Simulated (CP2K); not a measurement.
Two runs for the Cl L₂,₃ edge of chlorobenzene. Run A: CP2K XAS_TDP, all-electron GAPW, PBEh(45%), aug-pc-1, TDA, ZORA, spin–orbit coupling. Run B differs in one setting.

First lines with a strength over 0.0003. A:

| atom | energy (eV) | states | strength, one atom |
| --- | --- | --- | --- |
| Cl1 (bonded to C) | 199.37 | 2 | 0.0072 |
|  | 200.84 | 1 | 0.0005 |
|  | 200.89 | 2 | 0.0046 |
|  | 201.64 | 2 | 0.0010 |
|  | 201.76 | 2 | 0.0006 |

B:

| atom | energy (eV) | states | strength, one atom |
| --- | --- | --- | --- |
| Cl1 (bonded to C) | 199.43 | 2 | 0.0077 |
|  | 200.94 | 2 | 0.0052 |
|  | 203.77 | 2 | 0.0011 |
|  | 203.90 | 3 | 0.0007 |
|  | 203.92 | 1 | 0.0005 |

**Question.** Which was it: the basis, the functional, GW2X switched on?

The basis (basis from aug-pc-1 to pc-1; the lines alone don't name the new value). A basis moves diffuse and continuum lines far more than the leading valence line. The lowest line over the strength cut lies at 199.43 eV, against 199.37 eV (PBEh(45%), aug-pc-1).

[Hosts, paths, dates, database ids (printed as entryN), source tags and the programs' standing remarks are cut or masked in the printed files.]
